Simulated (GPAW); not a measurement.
# Quasiparticle gap of CdF2 (Fm-3m) in GPAW, part 2 of 2

How does a plane-wave GW calculation on CdF2 (Fm-3m) run from the first input to the gap?

GPAW 26.7.0; PBE and many-body steps on it, plane waves. Known limits of the many-body steps: not at the basis limit; d shell near the gap, gap tends to lie low; no spin-orbit coupling.

So far. Step 3 (Bands along the symmetry lines): The gap is 3.068 eV, as in the run before at this level. Step 4 (Empty states on the mesh, 6×6×6 mesh, 215 bands): On this mesh the gap is 3.088 eV.

### 5. Screening and self-energy, 6×6×6 mesh, 205 bands, screening to 175 eV

G0W0 replaces the xc potential by the self-energy, built once from these orbitals. Only a window of levels is corrected, while the sums run over the empty bands that the input names.

This step: G0W0 on PBE, plane waves, PAW.

Contents of run.py:

```python
import json
import numpy as np
from gpaw.mpi import world
from gpaw.response.g0w0 import G0W0

gw = G0W0('full.gpw',
    filename='gw',
    kpts=[0, 9],
    bands=(11, 15),
    ecut=175,
    nbands=205,
    integrate_gamma='WS',
    ppa=True)
gw.calculate()
res = {mode: {k: v for k, v in r.items() if k != 'sigma_eskwn'}
       for mode, r in gw.all_results.items()}

if world.rank == 0:
    with open('result.json', 'w') as f:
        json.dump(res, f, default=lambda x: x.tolist())
```

Command:

```sh
> mpirun -n 8 gpaw python run.py
```

Numbers of over 12 decimals in the logs are rounded to 6 here.

Output:

```text
Using integrator: PointIntegrator
FrequencyGridDescriptor(from 0.000+0.000j to 0.000+27.211j eV, 2 points)
Nonperiodic BCs:  [False False False]
Using integrator: PointIntegrator
FrequencyGridDescriptor(from 0.000+0.000j to 0.000+27.211j eV, 2 points)
Nonperiodic BCs:  [False False False]
  ___  _ _ _
 |   || | | |
 | | || | | |
 |__ ||_____|
 |___|

BZ k-points: Symmetries present (total): 48

  [... matrices ...]
216 k-points: 6 x 6 x 6 Monkhorst-Pack grid + [1/12,1/12,1/12]
16 k-points in the irreducible part of the Brillouin zone
       k-points in crystal coordinates                weights
   0:     0.00000000    0.00000000    0.00000000          1/216
   1:     0.16666667    0.16666667    0.00000000          6/216
   2:     0.16666667    0.16666667    0.16666667          8/216
   3:     0.33333333    0.16666667    0.16666667         12/216
   4:     0.33333333    0.33333333   -0.33333333         12/216
   5:     0.33333333    0.33333333    0.00000000          6/216
   6:     0.33333333    0.33333333    0.16666667         24/216
   7:     0.33333333    0.33333333    0.33333333          8/216
   8:     0.50000000    0.33333333   -0.33333333         24/216
   9:     0.50000000    0.33333333   -0.16666667         12/216
          ...
  15:     0.50000000    0.50000000    0.50000000          4/216

Distributing spins, k-points and bands (1 x 2 x 4) over 8 processes
Number of blocks: 1

Quasi particle states:
k-points (IBZ indices): [0, 9]
Band range: (11, 15)
  [... matrices ...]
Computational parameters:
Plane wave cut-off: 175 eV
Number of bands: 205
Coulomb cutoff: None
Broadening: 0.1 eV

fxc modes: GW
Kernel: RPA
Using Godby-Needs plasmon-pole approximation:
  Fitting energy: i*E0, E0 = 1.000 Hartree
Summing all q:

Calculating screened Coulomb potential
No Coulomb truncation
FrequencyGridDescriptor(from 0.000+0.000j to 0.000+27.211j eV, 2 points)
Removing empty qpoint cache files...

Calculating chi0 body with:
    Ground state adapter containing:
    Number of spins: 1
    Number of kpoints: 216
    Number of irreducible kpoints: 16
    Number of completely occupied states: 13
    Number of partially occupied states: 13
    Occupied states memory: 2.7421875 M / cpu

    Linear response parametrization:
    q_c: [1.3877787807814457e-17, 1.3877787807814457e-17, 1.3877787807814457e-17]
    Number of frequency points: 2
    Planewave cutoff: 175.0
    Number of bands: 205
    Number of planewaves: 181
    Broadening (eta): 1e-06
    comm.size: 8
    kncomm.size: 8
    blockcomm.size: 1

    Memory estimate of potentially large arrays:
        chi0_wGG: 0.999786 M / cpu
Integrating chi0 body.

Symmetries of q_c:
    Direct symmetries (Uq -> q): 48
    Indirect symmetries (TUq -> q): 0
In total 48 allowed symmetries.

  [... matrices ...]
16 groups of equivalent kpoints. 92.592593% reduction.

Integral kind: response function
Integrating chi0 head and wings.

Symmetries of q_c:
    Direct symmetries (Uq -> q): 48
    Indirect symmetries (TUq -> q): 0
In total 48 allowed symmetries.

  [... matrices ...]
16 groups of equivalent kpoints. 92.592593% reduction.

Integral kind: response function wings

Calculating chi0 body with:
    Ground state adapter containing:
    Number of spins: 1
    Number of kpoints: 216
    Number of irreducible kpoints: 16
    Number of completely occupied states: 13
    Number of partially occupied states: 13
[... the further q-points ...]

Results:
f:      Occupation numbers
eps:     KS-eigenvalues [eV]
vxc:     KS vxc [eV]
exx:     Exact exchange [eV]
sigma:   Self-energies [eV]
dsigma:  Self-energy derivatives
Z:       Renormalization factors
qp:      QP-energies [eV]

k-point 0 (0): (0.000, 0.000, 0.000)                GW
band       f     eps     vxc     exx   sigma  dsigma       Z      qp
                                                                   GW
  11   1.000   1.405 -27.817 -35.126   5.136  -0.250   0.800  -0.335
  12   1.000   1.405 -27.817 -35.126   5.136  -0.250   0.800  -0.335
  13   0.000   4.943 -13.685  -9.217  -3.402  -0.152   0.868   5.869
  14   0.000  14.525 -11.098  -5.510  -4.280  -0.159   0.863  15.654

k-point 1 (9): (0.500, 0.333, -0.167)                GW
band       f     eps     vxc     exx   sigma  dsigma       Z      qp
                                                                   GW
  11   1.000   1.269 -24.366 -31.809   5.574  -0.293   0.773  -0.175
  12   1.000   1.855 -26.241 -33.425   5.336  -0.272   0.786   0.401
  13   0.000   9.937 -18.296 -12.292  -3.821  -0.177   0.849  11.791
  14   0.000  12.510 -13.660  -8.190  -3.999  -0.175   0.851  13.762
```

The job ended after 2.7 min (8 MPI ranks of Arm Neoverse V2, shared host; peak memory 2.9 GiB; 22 min of CPU time).

Numbers from this step:

| Property | Result |
| --- | --- |
| G0W0 gap on the points computed | 5.468 eV |
| least direct G0W0 gap on the computed points | 6.204 eV |
| Z at the valence top | 0.7865 |
| Z at the conduction bottom | 0.8681 |
| starting gap on the mesh | 3.088 eV |
| k of the valence top | 0.5, 0.3333, -0.1667 |
| k of the conduction bottom | 0, 0, 0 |

The gap on the mesh goes from 3.09 eV to 5.47 eV, a correction of +2.38 eV.

Limits: finite bands, cutoff and mesh; d shell near the gap, gap tends to lie low; no spin-orbit coupling. v1 is the top filled band, c1 the lowest empty one. Levels before and after the correction, in eV, zero at the valence-band top of each column:

|  | conduction bottom | valence top |
| --- | --- | --- |
| Kohn-Sham | 3.09 | 0.00 |
| G0W0 | 5.47 | 0.00 |

|  | level | energy (eV) |
| --- | --- | --- |
| Kohn-Sham | Γ v2-v1 | -0.450 |
| Kohn-Sham | Γ c1 | 3.088 |
| Kohn-Sham | Γ c2 | 12.670 |
| Kohn-Sham | (0.5 0.333 -0.167) v2 | -0.585 |
| Kohn-Sham | (0.5 0.333 -0.167) v1 | 0.000 |
| Kohn-Sham | (0.5 0.333 -0.167) c1 | 8.082 |
| Kohn-Sham | (0.5 0.333 -0.167) c2 | 10.655 |
| G0W0 | Γ v2-v1 | -0.736 |
| G0W0 | Γ c1 | 5.468 |
| G0W0 | Γ c2 | 15.253 |
| G0W0 | (0.5 0.333 -0.167) v2 | -0.576 |
| G0W0 | (0.5 0.333 -0.167) v1 | 0.000 |
| G0W0 | (0.5 0.333 -0.167) c1 | 11.390 |
| G0W0 | (0.5 0.333 -0.167) c2 | 13.361 |

### 6. Where the time went

Times are wall times on 8 MPI ranks of Arm Neoverse V2, shared host, good to a factor of about two.

| step | time | share | memory (GiB) |
| --- | --- | --- | --- |
| ground state | 5 s | 3 % | 1.3 |
| bands along the symmetry lines | 5.6 s | 3 % | 1.4 |
| empty states on the mesh | 8.1 s | 4 % | 2.4 |
| screening and self-energy | 2.7 min | 90 % | 2.9 |

### 7. Outcome

```json
{
 "PBE gap": "3.07 eV, indirect",
 "G0W0 gap on the mesh": "5.47 eV",
 "GW settings": "6×6×6 mesh, 205 bands, screening to 175 eV, Godby-Needs plasmon pole",
 "known limits": "not at the basis limit; d shell near the gap, gap tends to lie low; no spin-orbit coupling"
}
```

What this shows: G0W0 moves the gap on the mesh from 3.09 eV to 5.47 eV (+2.38 eV), with Z of 0.79 and 0.87 at the edges. Only 2 of the mesh's irreducible points were corrected, so a valley elsewhere could overtake. The dearest step here is «screening and self-energy». Bands and cutoff are finite, so the gap is not at the basis limit. The miss can reach some tenths of an eV and take either sign; the mesh is an error of its own. These stock PAW sets were not made for GW. In the G0W0 run levels were corrected at 2 k points alone, so a gap called «on the mesh» is the least over those, and an edge elsewhere would be missed. A d shell, filled or nearly so, lies near the gap. One-shot GW converges very slowly in bands there, not always from below, and on a semilocal start the gap tends to come out low; starts rich in exact exchange can overshoot instead. The many-body steps are scalar-relativistic: spin-orbit coupling is not in them.

[Paths, hosts, dates, memory and timing lines, banners, echoed tables and standing remarks are left out of the program output.]

[Logs are printed without paths, hosts, clocks, repeated set-up lines and the standing remarks that a program may print on its own settings, such as how far it seeks lower states.]

[Runs of the session that timed out or met a known fault of the program may be left out.]

[Hosts, paths, dates, database ids (printed as entryN), source tags and the programs' standing remarks are cut or masked in the printed files.]
